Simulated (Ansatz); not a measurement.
# 1T-SrClBr monolayer in a perpendicular field

What dipole does a perpendicular field induce in the 1T-SrClBr monolayer, and does the gap follow? A positive field points along +c.

Program: Ansatz 0.2.0. Level of theory: plane-wave DFT, PBE-D3(BJ), Ansatz PAW. Results are calculated unless marked as measured.

**1. The starting structure**

The cell holds 3 atoms: 1 Br, 1 Sr and 1 Cl. Cell: a = 4.133 Å, b = 4.133 Å, c = 38.170 Å, α = 90.0°, β = 90.0°, γ = 120.0°. Vacuum lies along c.

**2. Relaxation**

The starting cell is a guess, so the in-plane lattice and the atoms are relaxed first, with the slab cut off from its images along the normal.

input.yaml reads:

```yaml
crystal:
  lattice:
    - [4.133165, 0.0, 0.0]
    - [-2.0665825, 3.579425888, 0.0]
    - [0.0, 0.0, 38.1701222592]
  atoms:
    - { symbol: Br, position: [0.6666666667, 0.3333333333, 0.4532340736] }
    - { symbol: Sr, position: [0.0, 0.0, 0.5039395473] }
    - { symbol: Cl, position: [0.3333333333, 0.6666666667, 0.5467659264] }
  periodic: [true, true, false]
kpoints:
  mp_grid: { grid: [12, 12, 1] }
hamiltonian:
  xc: pbe
  dispersion: d3bj
scf:
  occupations: { method: fermi_dirac, width: 0.05 }
  convergence: { dr2_threshold: 1.0e-09 }
relax:
  f_tol: 0.004
  max_steps: 90
  cell: {}
output:
  write_potential: true
  write_density: true
  volumetric_format: npy
```

Command:

```console
$ ansatz run input.yaml --threads 2 --pin off --max-ram 3072MiB --backend cpu --events-out ev --progress --plain --runs-dir out
```

Numbers of over 12 decimals in the logs are rounded to 6 here.

Log:

```text
Warning: relax.cell: scf.convergence.dr2_threshold = 1e-9 eV is looser than the 1.62912247083e-10 eV advised for a relaxation that steers and ends on the stress (1e-10 eV for each atom of the cell: 3, times the square of relax.cell.stress_2d_tol = 0.05 N/m over 13.6 Å (the atoms' height at the walk's start and 5 Å past either face), 3.685e-2 GPa, over a crystal's default 0.05). What an SCF threshold leaves in a stress goes as its square root, and in the free energy as the threshold itself, and one threshold admits the most on a small cell: [figures from the program's tests cut] Set scf.convergence.dr2_threshold to 1.62912247083e-10 eV or tighter. [rest of the remark cut]
Engine: ansatz 0.2.0, x86_64-unknown-linux-gnu
Pseudopotentials: kind: paw
Pseudopotential: Br, paw, valence charge 7, recommended cutoff 420 eV (normal), Br.paw.azcp
Pseudopotential: Sr, paw, valence charge 10, recommended cutoff 420 eV (normal), Sr.paw.azcp
Pseudopotential: Cl, paw, valence charge 7, recommended cutoff 420 eV (normal), Cl.paw.azcp
Functional definition: PBE
  parameter kappa = 0.804
  parameter beta = 0.066725
  exchange = pbe_x(kappa = kappa, mu = beta*pi^2/3)
  correlation = pbe_c(beta = beta)
Crystal: 3 atoms, lattice volume = 564.702 Å³
Basis set: ecut = 420 eV, 10879 PW (Γ), exchange–correlation on 60×60×512 points (8 copies of the dense FFT grid, shifted against one another)
Bands: 16, of which v1, the nominal top of the filled ones, is band 12 counted from 1 (11 counted from 0)
Symmetry: 6 space group operations
Space group: P3m1 (ITA 156), of the structure as read, at distance tolerance 8.3e-5 Å
k-points: 19 of 144 (time reversal used)
Non-local potential: Br, projectors of the file, l = 0: 2, l = 1: 2, l = 2: 2
Non-local potential: Sr, projectors of the file, l = 0: 3, l = 1: 2, l = 2: 2
Non-local potential: Cl, projectors of the file, l = 0: 2, l = 1: 2, l = 2: 2
PAW form: soft (Blöchl's): semilocal exchange-correlation on the pseudo side does not see the compensation charge
PAW one-centre angular grid: Br, 110 points (default); XC on 64 Gauss nodes
PAW one-centre angular grid: Sr, 110 points (default); XC on 64 Gauss nodes
PAW one-centre angular grid: Cl, 110 points (default); XC on 64 Gauss nodes
Initial density: superposition of atomic densities (neutral atoms: chi_scale 0, normalization atom), corrected by the library's trained network
Initial wavefunctions: pseudopotential atomic-orbital guess
Functional: x = pbe(κ = 0.804, μ = 0.219515), c = pbe(β = 0.066725)
SCF iter   1: F=—  HF=-7413.976460 eV  |F-HF|=—  |Δ(HF+E_count)|=         —  Δρ=3.42e-4  dr2=3.09e-3  ethr=1.77e-3  ⟨swp⟩=21.4  Hψ=4144  notcnv=0
preconditioner: auto → Resta (q_TF=auto, 1.612 Å⁻¹)  ε∞=1.3  [insulator: Δε(μ)=4.511 eV  Ē_g=13.532 eV  σ=0.050 eV  W_gap=1.00  n_scr=18 (ndim 8)  ℏωp=7.3 eV  f_vac=0.806  D(μ)=0.00/eV (n_scr^D=0)  ε∞_Penn≈1.3  vacuum switching on, ρ_ref=1.3e-2 e/Å³]
SCF iter   2: F=—  HF=-7413.978127 eV  |F-HF|=—  |Δ(HF+E_count)|=   1.67e-3  Δρ=2.08e-4  dr2=8.69e-4  ethr=1.29e-5  ⟨swp⟩=4.5  Hψ=1143  notcnv=0
SCF iter   3: F=—  HF=-7413.978487 eV  |F-HF|=—  |Δ(HF+E_count)|=   3.59e-4  Δρ=1.04e-4  dr2=2.24e-4  ethr=3.62e-6  ⟨swp⟩=2.2  Hψ=439  notcnv=0
SCF iter   4: F=—  HF=-7413.978830 eV  |F-HF|=—  |Δ(HF+E_count)|=   3.43e-4  Δρ=3.88e-5  dr2=1.39e-5  ethr=9.31e-7  ⟨swp⟩=2.7  Hψ=529  notcnv=0
SCF iter   5: F=—  HF=-7413.978892 eV  |F-HF|=—  |Δ(HF+E_count)|=   6.22e-5  Δρ=1.42e-5  dr2=3.28e-6  ethr=5.79e-8  ⟨swp⟩=3.5  Hψ=646  notcnv=0
SCF iter   6: F=—  HF=-7413.978900 eV  |F-HF|=—  |Δ(HF+E_count)|=   7.89e-6  Δρ=4.72e-6  dr2=8.70e-8  ethr=1.37e-8  ⟨swp⟩=2.8  Hψ=506  notcnv=0
SCF iter   7: F=—  HF=-7413.978992 eV  |F-HF|=—  |Δ(HF+E_count)|=   9.22e-5  Δρ=1.58e-6  dr2=9.04e-9  ethr=3.62e-10  ⟨swp⟩=3.5  Hψ=676  notcnv=0
SCF iter   8: F=-7413.978992 eV  HF=-7413.978992 eV  |F-HF|=3.79e-10  |Δ(HF+E_count)|=   2.36e-8  Δρ=1.81e-7  dr2=2.46e-10  ethr=4.17e-12  ⟨swp⟩=11.3  Hψ=3023  notcnv=0
SCF 1 converged in 8 iterations: F = -7413.978992 eV  dr2 = 2.46e-10
  greatest PAW one-centre occupation: 0.987 electrons in one spin orbital (limit 2), on the Sr atom at site 1 (counted from 0), in its partial waves of l = 0
relax step   1: F+E_penalty+E_count = -7413.97899198 eV  Δ(F+E_penalty+E_count) = +0.000e0 eV  max|allowed force component| = 5.764e-1 eV/Å  Δτ_max = 0.0000 Å  P = +1.277 N/m  Ω = 564.702 Å³  fix = [c, alpha, beta]  reactions: c +0.000 N/m  (8 SCF iters, accepted)
Crystal: 3 atoms, lattice volume = 591.569 Å³
Basis set: ecut = 420 eV, 11509 PW (Γ), exchange–correlation on 60×60×512 points (8 copies of the dense FFT grid, shifted against one another)
Initial density: handed on by an earlier stage of this run
Initial wavefunctions: those handed on with the density
iter 1 solved again at ethr=4.21e-4 eV; its pass at ethr=3.10e-3 eV (dr2=1.01e-1 eV) is discarded
SCF iter   1: F=—  HF=-7414.138582 eV  |F-HF|=—  |Δ(HF+E_count)|=         —  Δρ=2.38e-3  dr2=1.16e-1  ethr=4.21e-4  ⟨swp⟩=2.1  Hψ=3676  notcnv=0
eigensolver tolerance schedule calibrated: the retry pair's looser diagonalisation under-reported the residual by θ = 0.13 (0.15/decade); ethr = c·dr2/N_el runs at the constant in force after the calibration composes with the one it found (an armed cap, an earlier calibration), c = 4.6e-2
preconditioner: auto → Resta (q_TF=auto, 1.599 Å⁻¹)  ε∞=1.3  [insulator: Δε(μ)=5.053 eV  Ē_g=13.661 eV  σ=0.050 eV  W_gap=1.00  n_scr=18 (ndim 8)  ℏωp=7.2 eV  f_vac=0.815  D(μ)=0.00/eV (n_scr^D=0)  ε∞_Penn≈1.3  vacuum switching on, ρ_ref=1.4e-2 e/Å³]
SCF iter   2: F=—  HF=-7414.109904 eV  |F-HF|=—  |Δ(HF+E_count)|=   2.87e-2  Δρ=1.11e-3  dr2=1.19e-2  ethr=2.21e-4  ⟨swp⟩=5.9  Hψ=965  notcnv=0
SCF iter   3: F=—  HF=-7414.107097 eV  |F-HF|=—  |Δ(HF+E_count)|=   2.81e-3  Δρ=4.85e-4  dr2=1.53e-3  ethr=2.26e-5  ⟨swp⟩=3.5  Hψ=706  notcnv=0
SCF iter   4: F=—  HF=-7414.107047 eV  |F-HF|=—  |Δ(HF+E_count)|=   5.05e-5  Δρ=1.84e-4  dr2=5.89e-4  ethr=2.91e-6  ⟨swp⟩=2.8  Hψ=654  notcnv=0
SCF iter   5: F=—  HF=-7414.106935 eV  |F-HF|=—  |Δ(HF+E_count)|=   1.12e-4  Δρ=5.41e-5  dr2=1.30e-5  ethr=1.12e-6  ⟨swp⟩=3.3  Hψ=599  notcnv=0
SCF iter   6: F=—  HF=-7414.106942 eV  |F-HF|=—  |Δ(HF+E_count)|=   6.99e-6  Δρ=1.27e-5  dr2=9.76e-7  ethr=2.48e-8  ⟨swp⟩=3.0  Hψ=647  notcnv=0
SCF iter   7: F=—  HF=-7414.107047 eV  |F-HF|=—  |Δ(HF+E_count)|=   1.05e-4  Δρ=3.01e-6  dr2=4.60e-8  ethr=1.86e-9  ⟨swp⟩=2.9  Hψ=589  notcnv=0
SCF iter   8: F=—  HF=-7414.107047 eV  |F-HF|=—  |Δ(HF+E_count)|=   1.29e-8  Δρ=1.01e-6  dr2=4.59e-9  ethr=8.77e-11  ⟨swp⟩=3.0  Hψ=620  notcnv=0
[...]
SCF iter   2: F=—  HF=-7414.152444 eV  |F-HF|=—  |Δ(HF+E_count)|=   1.72e-4  Δρ=2.48e-4  dr2=4.81e-4  ethr=9.61e-6  ⟨swp⟩=2.0  Hψ=472  notcnv=0
SCF iter   3: F=—  HF=-7414.152528 eV  |F-HF|=—  |Δ(HF+E_count)|=   8.36e-5  Δρ=6.46e-5  dr2=3.92e-5  ethr=2.01e-6  ⟨swp⟩=3.0  Hψ=579  notcnv=0
SCF iter   4: F=—  HF=-7414.152526 eV  |F-HF|=—  |Δ(HF+E_count)|=   2.31e-6  Δρ=1.76e-5  dr2=1.85e-6  ethr=1.63e-7  ⟨swp⟩=3.0  Hψ=564  notcnv=0
SCF iter   5: F=—  HF=-7414.152627 eV  |F-HF|=—  |Δ(HF+E_count)|=   1.01e-4  Δρ=5.69e-6  dr2=5.84e-7  ethr=7.71e-9  ⟨swp⟩=3.0  Hψ=572  notcnv=0
SCF iter   6: F=—  HF=-7414.152627 eV  |F-HF|=—  |Δ(HF+E_count)|=   4.04e-8  Δρ=1.55e-6  dr2=2.27e-8  ethr=2.44e-9  ⟨swp⟩=2.6  Hψ=471  notcnv=0
SCF iter   7: F=—  HF=-7414.152627 eV  |F-HF|=—  |Δ(HF+E_count)|=   9.29e-9  Δρ=6.73e-7  dr2=2.66e-9  ethr=9.47e-11  ⟨swp⟩=2.9  Hψ=594  notcnv=0
SCF iter   8: F=-7414.152627 eV  HF=-7414.152627 eV  |F-HF|=4.52e-10  |Δ(HF+E_count)|=   2.90e-9  Δρ=2.17e-7  dr2=2.05e-10  ethr=4.17e-12  ⟨swp⟩=11.9  Hψ=2471  notcnv=0
SCF 3 converged in 8 iterations: F = -7414.152627 eV  dr2 = 2.05e-10
relax step   3: F+E_penalty+E_count = -7414.15262673 eV  Δ(F+E_penalty+E_count) = -4.558e-2 eV  max|allowed force component| = 1.365e-1 eV/Å  Δτ_max = 0.0450 Å  P = +1.124 N/m  Ω = 615.428 Å³  energy of the carried Pulay correction = -2.488e-4 eV  fix = [c, alpha, beta]  reactions: c +0.000 N/m  (8 SCF iters, accepted)
[...]
relax step   4: F+E_penalty+E_count = -7414.18412970 eV  Δ(F+E_penalty+E_count) = -3.150e-2 eV  max|allowed force component| = 2.257e-2 eV/Å  Δτ_max = 0.0498 Å  P = -0.029 N/m  Ω = 656.707 Å³  energy of the carried Pulay correction = -4.360e-4 eV  fix = [c, alpha, beta]  reactions: c -0.000 N/m  (8 SCF iters, accepted)
[...]
relax step   5: F+E_penalty+E_count = -7414.18422397 eV  Δ(F+E_penalty+E_count) = -9.427e-5 eV  max|allowed force component| = 6.547e-3 eV/Å  Δτ_max = 0.0049 Å  P = -0.006 N/m  Ω = 657.129 Å³  energy of the carried Pulay correction = -4.379e-4 eV  fix = [c, alpha, beta]  reactions: c -0.000 N/m  (6 SCF iters, accepted)
[...]
relax step   6: F+E_penalty+E_count = -7414.18423095 eV  Δ(F+E_penalty+E_count) = -6.976e-6 eV  max|allowed force component| = 2.857e-4 eV/Å  Δτ_max = 0.0017 Å  P = +0.001 N/m  Ω = 657.270 Å³  energy of the carried Pulay correction = -4.385e-4 eV  fix = [c, alpha, beta]  reactions: c +0.000 N/m  (5 SCF iters, accepted)
Initial wavefunctions: pseudopotential atomic-orbital guess (no wavefunctions were taken with the density)
iter 1 solved again at ethr=6.82e-6 eV; its pass at ethr=3.10e-3 eV (dr2=1.64e-3 eV) is discarded
SCF iter   1: F=—  HF=-7414.184562 eV  |F-HF|=—  |Δ(HF+E_count)|=         —  Δρ=3.82e-5  dr2=1.14e-6  ethr=6.82e-6  ⟨swp⟩=4.5  Hψ=5265  notcnv=0
eigensolver tolerance schedule: the retry pair's looser diagonalisation over-reported the residual by 1439.54 of it (diagonalisation noise at an unbounded share of the residual, at the tolerance the schedule requests for it); recorded, not acted on — ethr = c·dr2/N_el stays at c = 1.0e-1
preconditioner: auto → Resta (q_TF=auto, 1.571 Å⁻¹)  ε∞=1.3  [insulator: Δε(μ)=5.372 eV  Ē_g=13.551 eV  σ=0.050 eV  W_gap=1.00  n_scr=18 (ndim 8)  ℏωp=6.8 eV  f_vac=0.819  D(μ)=0.00/eV (n_scr^D=0)  ε∞_Penn≈1.3  vacuum switching on, ρ_ref=1.3e-2 e/Å³]
SCF iter   2: F=—  HF=-7414.184853 eV  |F-HF|=—  |Δ(HF+E_count)|=   2.91e-4  Δρ=1.92e-5  dr2=3.28e-7  ethr=4.74e-9  ⟨swp⟩=4.2  Hψ=914  notcnv=0
SCF iter   3: F=—  HF=-7414.184898 eV  |F-HF|=—  |Δ(HF+E_count)|=   4.51e-5  Δρ=4.75e-6  dr2=1.80e-7  ethr=1.37e-9  ⟨swp⟩=3.1  Hψ=639  notcnv=0
SCF iter   4: F=—  HF=-7414.184901 eV  |F-HF|=—  |Δ(HF+E_count)|=   3.20e-6  Δρ=9.73e-7  dr2=6.07e-9  ethr=7.48e-10  ⟨swp⟩=2.1  Hψ=430  notcnv=0
SCF iter   5: F=-7414.184901 eV  HF=-7414.184901 eV  |F-HF|=4.01e-10  |Δ(HF+E_count)|=   1.67e-7  Δρ=2.72e-7  dr2=4.85e-10  ethr=4.17e-12  ⟨swp⟩=16.1  Hψ=3358  notcnv=0
SCF 7 converged in 5 iterations: F = -7414.184901 eV  dr2 = 4.85e-10
  Residual-converged pass: ⟨swp⟩=1.1  Hψ=381  notcnv=0  max |occ|·‖R‖ = 7.0e-9 eV (tolerance 1.0e-8 eV)  dr2=4.85e-10  dr2_onsite=1.08e-11  max |Δocc| = 0.0e0
relax step   7: F+E_penalty+E_count = -7414.18490149 eV  Δ(F+E_penalty+E_count) = -6.705e-4 eV  max|allowed force component| = 3.585e-4 eV/Å  Δτ_max = 0.0000 Å  P = +0.008 N/m  Ω = 657.270 Å³  fix = [c, alpha, beta]  reactions: c +0.000 N/m  stress off target by 7.82e-3 N/m on what of the cell is left free  SCF on the basis re-selected at this cell (its energy is not comparable with the rows above)  (5 SCF iters)
basis re-selected at this cell: Δ(F+E_penalty+E_count) = -6.705e-4 eV, ΔP = +0.007 N/m vs the last step (what re-selecting the basis moved, of the pressure what is left beyond the Pulay correction that the steps carried, after the strain that the cell walked since its last selection, with what the two solves' SCF thresholds leave and, on support functions, any second-order correction that the steps lacked; it is no m [...]
WARN: The output density's exchange-correlation potential varies sharply where the density is thin. Do not read a vacuum level from v_tot or v_xc, or from such a field of the output density. On a cell that repeats whose density bears no net charge and no dipole along the vacuum's axis use v_es (v_loc + v_h of the components); under efield.dipole_correction with no amplitude use v_es + v_field, which holds any externa [...]
SCF converged after 5 iterations
Free energy (F): -7414.184901 eV
Harris-Foulkes:  -7414.184901 eV  (|F-HF|=4.01e-10)
Internal energy: -7414.184901 eV  (E = F + TS)
E sigma→0 (E₀):  -7414.184901 eV
Fermi energy:    -4.884717 eV
--- Per-component energies (eV) ---
  E_band       = -396.613243
  E_kinetic    = 540.215950
  E_local      = -25630.521645  (includes V_loc(G=0)·N_el)
  E_nonlocal   = 300.792660
  E_hartree    = 12415.442751
  E_xc         = -545.925261
  E_vxc        = -388.785868  (∫ρ·V_xc dr)
  E_paw        = -5600.624615  (= ΣΔE_a)
  E_vpaw       = -49.201066  (= ΣTr[D̂ρ^β])
  E_aug_tail   = 0.000089  (compensation charges beyond the density's cutoff)
  E_ewald      = 11106.851309
  E_disp       = -0.416140  (pairwise vdW)
  E_smearing   = -0.000000  (= −TS)
  E_closure    = 0.000000  (closes the sum)
  Σ components = -7414.184901   (vs F -7414.184901, Δ=0.00e0)
--- Forces (eV/Å), atoms counted from 1 ---
  atom   1  Br     0.00000000    -0.00000000     0.00025754
  atom   2  Sr    -0.00000000     0.00000000     0.00010056
  atom   3  Cl    -0.00000000     0.00000000    -0.00035874
  max |Σ_I F_I| component: 6.36e-7 eV/Å
--- 2D stress c σ (N/m, compression-positive) ---
        0.007819       0.000000      -0.000000
        0.000000       0.007819      -0.000000
       -0.000000      -0.000000       0.000000
  P = ½ c Tr σ = 0.0078 N/m
--- Band table (eV; the first three rows and the last of 19) ---
  k-point 0: bands = [... 8 lower, -8.8514, -7.8072, -7.6531, -7.6531, -2.2813, -1.1863, -1.1863, -0.9404]
  k-point 1: bands = [... 8 lower, -8.8426, -7.8127, -7.7046, -7.6739, -2.1287, -1.3012 (-1.3012°), -1.1042, -0.9010]
  k-point 2: bands = [... 8 lower, -8.8195, -7.9660, -7.7283, -7.7004, -1.7973 (-1.7973°), -1.4077 (-1.4077°), -0.8729, -0.8236]
  k-point 18: bands = [... 8 lower, -8.7215, -8.2141, -8.0798, -7.9037, -1.0334, -1.0131, -0.6360, 0.6380]
  ° read free of the cell's end (the report's vacuum.weakly_bound_levels)
--- Relaxed structure (6 steps of the walk, 6 accepted, 1 SCFs on fresh bases) ---
  F+E_penalty+E_count = -7414.18490149 eV   max|allowed force component| = 3.585e-4 eV/Å   (the final SCF, on the basis selected at the relaxed cell)
  cell:  # Å, volume = 657.2699 Å³
    - [4.459075, 0.0, 0]
    - [-2.229538, 3.861672, 0]
    - [0, 0, 38.1701222592]
  atoms:
    - { symbol: Br, position: [0.666667, 0.333333, 0.460791] }
    - { symbol: Sr, position: [0, -1.4100691850400175e-19, 0.503582] }
    - { symbol: Cl, position: [0.333333, 0.666667, 0.539567] }
```

Elapsed: 2.8 min, on 2 threads of AMD EPYC (Zen 3), shared host; peak memory 0.77 GiB; 5 min of CPU time.

Step by step:

```tsv
step	energy less that of the first step (eV)	largest force component (eV/Å)	volume (Å³)
1	0.0000	0.5764	564.70
2	-0.1281	0.1329	591.57
3	-0.1736	0.1365	615.43
4	-0.2051	0.0226	656.71
5	-0.2052	0.0065	657.13
6	-0.2052	0.0003	657.27
7*	-0.2059	0.0004	657.27
```

Relaxation steps marked * repeat the geometry before them on a plane-wave basis chosen anew for their cell, so energy and pressure can jump there.

Forces are held to the 6 operations that the run works with; a distortion that breaks them can't arise in this run.

```tsv
cell as run	before	after	change
a (Å)	4.133	4.459	+7.9 %
b (Å)	4.133	4.459	+7.9 %
```

The atoms that moved most (Å, along periodic axes as changes of fractional coordinates times the final cell, across vacuum about the mean position):

```tsv
atom	dx	dy	dz	length
Br1	0.000	0.000	0.288	0.288
Cl3	0.000	0.000	-0.275	0.275
Sr2	0.000	0.000	-0.014	0.014
```

Final coordinates:

```xyz
3
Lattice="4.4591 0.0000 0.0000 -2.2295 3.8617 0.0000 0.0000 0.0000 38.1701" Properties=species:S:1:pos:R:3
Br    2.2295    1.2872   17.5884
Sr    0.0000    0.0000   19.2218
Cl    0.0000    2.5744   20.5953
```

Numbers from this step:

- gap on the k-mesh: 5.372 eV

The lattice constant a goes from 4.133 to 4.459 Å.

(Part 1 of 2 ends here.)

[Logs are printed without paths, hosts, clocks, repeated set-up lines and the standing remarks that a program may print on its own settings, such as how far it seeks lower states.]

[Hosts, paths, dates, database ids (printed as entryN), source tags and the programs' standing remarks are cut or masked in the printed files.]

[Maps of the electrostatic potential energy from Ansatz leave out the sawtooth potential of an applied field or a dipole correction, so their vacuum need not be flat; planar profiles and work functions include it.]
